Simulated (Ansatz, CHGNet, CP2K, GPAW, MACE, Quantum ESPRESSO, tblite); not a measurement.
# Running generalised stacking fault on (111) (glide set) of a Ge-Sn solid solution (48 atoms) with Quantum ESPRESSO, part 2 of 2

Aim: run generalised stacking fault on (111) (glide set) of a Ge-Sn solid solution (48 atoms) in Quantum ESPRESSO and see how near its forces come to a plane-wave reference, and at what cost.

Program: Quantum ESPRESSO 7.5; the method stands at each step. Banners, paths, timers and routine set-up lines are dropped from the logs unmarked, and long logs keep their key lines alone; longer cuts are marked.

So far. Step 2 (PBE, sssp-1.3.0-efficiency, 45/360 Ry): Forces lie 0.35 % from the reference's, at 8.2 times its CPU time. Step 3 (PBE, dojo-0.4.1-standard, 60/240 Ry): Against the first run (0.35 %), the force difference from the reference is 0.90 %, at 0.94 times the CPU time.

## 4. PBE, gbrv-1.5, 40/200 Ry

Method: Kohn-Sham DFT, PBE, GBRV 1.5 ultrasoft pseudopotentials, plane waves.

The pseudopotential files are exchanged too: ./pseudo now holds the set gbrv-pbe-1.5.

pw.in

```
&control
  calculation = 'scf'
  pseudo_dir = './pseudo'
  outdir = './tmp'
  disk_io = 'none'
  tprnfor = .true.
  tstress = .true.
/
&system
  ibrav = 0
  nat = 48
  ntyp = 2
  ecutwfc = 40
  ecutrho = 200
  nosym = .true.
  occupations = 'smearing'
  smearing = 'fd'
  degauss = 0.003675
/
&electrons
  conv_thr = 2.4e-07
  electron_maxstep = 100
  mixing_beta = 0.2
  mixing_mode = 'local-TF'
  diagonalization = 'david'
/
ATOMIC_SPECIES
Ge 72.630 Ge.upf
Sn 118.710 Sn.upf
CELL_PARAMETERS angstrom
8.33424 0.00000 0.00000
0.00000 7.21767 0.00000
3.81983 0.00000 20.51464
ATOMIC_POSITIONS crystal
[... 48 atom lines left out: the same atoms as in the first run ...]
K_POINTS gamma
```

The run is started by

```sh
> OMP_NUM_THREADS=1 mpirun -np 4 pw.x -in pw.in > output.txt
```

Output:

```text
[banner, memory and clock lines left out]
Program PWSCF
     gamma-point specific algorithms are used
     one sub-group per band group will be used
     bravais-lattice index     =            0
     lattice parameter (alat)  =      15.7494  a.u.
     unit-cell volume          =    8327.6704 (a.u.)^3
     number of atoms/cell      =           48
     number of atomic types    =            2
     number of electrons       =       672.00
[... lines left out ...]
     scf convergence threshold =      2.4E-07
[... lines left out ...]
     number of k points=     1  Fermi-Dirac smearing, width (Ry)=  0.0037
[... lines left out ...]
     total energy              =   -9505.38372502 Ry
[... lines left out ...]
     total energy              =   -9476.07354585 Ry
[... lines left out ...]
     total energy              =   -9491.68180445 Ry
[... lines left out ...]
     total energy              =   -9491.72767137 Ry
[... lines left out ...]
     total energy              =   -9491.72767205 Ry
[... lines left out ...]
          k = 0.0000 0.0000 0.0000 ( 17772 PWs)   bands (ev):
   -16.6314 -16.5557 -16.5440 -16.5414 -16.5262 -16.5170 -16.5091 -16.5050
   -16.4905 -16.4825 -16.4710 -16.4689 -16.4678 -16.4602 -16.4530 -16.4431
   -16.4355 -16.4238 -16.4232 -16.4075 -16.4060 -16.4029 -16.3837 -16.3754
[...]
12.2033  12.2549  12.3616  12.4011  12.4491  12.5307  12.5643  12.6157
    12.6407  12.7306  12.9114  12.9729  13.0146  13.0594  13.1374  13.1560
    13.2247  13.2460  13.2771
     the Fermi energy is     8.4081 ev
!    total energy              =   -9491.72767318 Ry
     estimated scf accuracy    <       0.00000012 Ry
     smearing contrib. (-TS)   =      -0.01787414 Ry
     internal energy E=F+TS    =   -9491.70979904 Ry
     The total energy is F=E-TS. E is the sum of the following terms:
     one-electron contribution =   -5885.26473308 Ry
     hartree contribution      =    3509.50093037 Ry
     xc contribution           =   -2585.42247388 Ry
     ewald contribution        =   -4530.52352244 Ry
     convergence has been achieved in  15 iterations
     Forces acting on atoms (cartesian axes, Ry/au):
     atom    1 type  1   force =     0.05192142   -0.02575778   -0.01702422
     atom    2 type  2   force =     0.04286091    0.01758905   -0.03827677
     atom    3 type  2   force =    -0.06605932   -0.03724116    0.05667911
[...]
atom   47 type  1   force =     0.00275860   -0.02246950    0.01202154
     atom   48 type  1   force =    -0.07660339    0.03345746   -0.04193410
     Total force =     0.546746     Total SCF correction =     0.002117
     Computing stress (Cartesian axis) and pressure
          total   stress  (Ry/bohr**3)                   (kbar)     P=       83.64
   0.00108907  -0.00011408   0.00008716          160.21      -16.78       12.82
  -0.00011408   0.00020926  -0.00010143          -16.78       30.78      -14.92
   0.00008716  -0.00010143   0.00040742           12.82      -14.92       59.93
     Message from routine punch:
     Nothing written, as per user request (disk_io='none')
```

The job ended after 93 s (4 MPI ranks of Arm Neoverse V2, shared host; peak memory 1.6 GiB).

Compared with the plane-wave run:

```yaml
r_m_s_force_component: 1.171 eV/Å
r_m_s_difference_of_force_components: 4.645 meV/Å
longest_difference_of_force_vectors: 13.34 meV/Å
force_difference_over_r_m_s_force: 0.3957 %
slope_of_forces_against_the_reference_s: 0.9978
correlation_of_force_components: 1
pressure: 8.364 GPa
pressure_difference: -0.1234 GPa
```

Against the first run (0.35 %), the force difference from the reference is 0.40 %, at 0.72 times the CPU time.

## 5. Another try, on a changed input

The pseudopotential files are exchanged too: ./pseudo now holds the set sssp-pbe-1.3.0-efficiency.

Edit pw.in of step 4 so:

```diff
@@ -12,4 +12,4 @@
   ntyp = 2
-  ecutwfc = 40
-  ecutrho = 200
+  ecutwfc = 45
+  ecutrho = 360
   nosym = .true.
@@ -18,2 +18,3 @@
   degauss = 0.003675
+  nbnd = 134
 /
@@ -21,3 +22,3 @@
   conv_thr = 2.4e-07
-  electron_maxstep = 100
+  electron_maxstep = 50
   mixing_beta = 0.2
```

Output:

```text
Program PWSCF
     gamma-point specific algorithms are used
 %%%%%%%%%%%%%%%%%%%%%%%%%%%%%%%%%%%%%%%%%%%%%%%%%%%%%%%%%%%%%%%%%%%%%%%%%%%%%%
     Error in routine setup (1):
     too few bands
 %%%%%%%%%%%%%%%%%%%%%%%%%%%%%%%%%%%%%%%%%%%%%%%%%%%%%%%%%%%%%%%%%%%%%%%%%%%%%%
```

Wall time 0.59 s (4 MPI ranks); peak memory 0.45 GiB.

The program stopped at the start. The fault in the input: too few bands (bands 134).

## 6. All runs compared

Differences are against the plane-wave reference, forces as r.m.s. over components; share is that over the reference's r.m.s. force, slope the least-squares factor from reference forces to these. Total energies of different programs have different zeros and aren't compared.

| run | Δ force, r.m.s. (meV/Å) | share (%) | slope | Δ pressure (GPa) | cores | CPU time | memory (GiB) |
| --- | --- | --- | --- | --- | --- | --- | --- |
| reference | - | - | - | - | 4 | 63 s | 1.7 |
| QE PBE, sssp-1.3.0-efficiency, 45/360 Ry | 4.06 | 0.346 | 1.002 | -0.164 | 4 | 8.6 min | 2.9 |
| QE PBE, dojo-0.4.1-standard, 60/240 Ry (coarse) | 10.6 | 0.902 | 1.009 | -24.4 | 4 | 8.1 min | 1.9 |
| QE PBE, gbrv-1.5, 40/200 Ry | 4.64 | 0.396 | 0.998 | -0.123 | 4 | 6.2 min | 1.6 |

Rows marked coarse were listed beforehand as settings not expected to be converged; some can still land near the reference.

CPU time is summed over cores on a shared host, where runs went side by side, so it is rough. Symmetry, cutoffs, thresholds, outputs and thread counts weren't matched or tuned between programs; memory under MPI is the largest rank's times the ranks.

## 7. Results

```yaml
nearest_in_forces: QE PBE, sssp-1.3.0-efficiency, 45/360 Ry, 0.35 %
its_cpu_time: 8.6 min
```

PBE on plane waves or a grid with other potentials, cutoffs or grids, coarse settings apart, differs from the reference by 0.35 % (QE PBE, sssp-1.3.0-efficiency, 45/360 Ry) to 0.40 % (QE PBE, gbrv-1.5, 40/200 Ry) of the r.m.s. force; this holds the reference's own error, so differences of a few per cent don't tell which side is nearer the exact PBE result (QE's 45 Ry are 612 eV, against the reference's 420 eV). Runs with settings chosen to be coarse differ by 0.90 % (QE PBE, dojo-0.4.1-standard, 60/240 Ry), their programs' other errors included. None of the electronic-structure runs in the table takes under half the reference's CPU time of 63 s; they take 5.9 to 8.2 times as much. In pressure, QE PBE, dojo-0.4.1-standard, 60/240 Ry misses by -24.4 GPa, at the same functional; a cutoff this low leaves a large Pulay stress. The reference's stress is far from hydrostatic: its diagonal is 16.1, 3.2, 6.1 GPa, compression counted positive. The host structure and its lattice constant were typed by rule, without a check against the phase diagram. The reference's pressure of 8.5 GPa belongs to a cell and atoms that aren't relaxed at this level. The electronic-structure runs sample only Γ, in a cell whose shortest periodic width is 7 Å, which is coarse for a cell with partly filled levels.

[Also dropped from logs without a mark: logging warnings of Python, and SIESTA's first energy breakdown and zero terms.]

[Logs are printed without paths, hosts, clocks, repeated set-up lines and the standing remarks that a program may print on its own settings, such as how far it seeks lower states.]

[Hosts, paths, dates, database ids (printed as entryN), source tags and the programs' standing remarks are cut or masked in the printed files.]
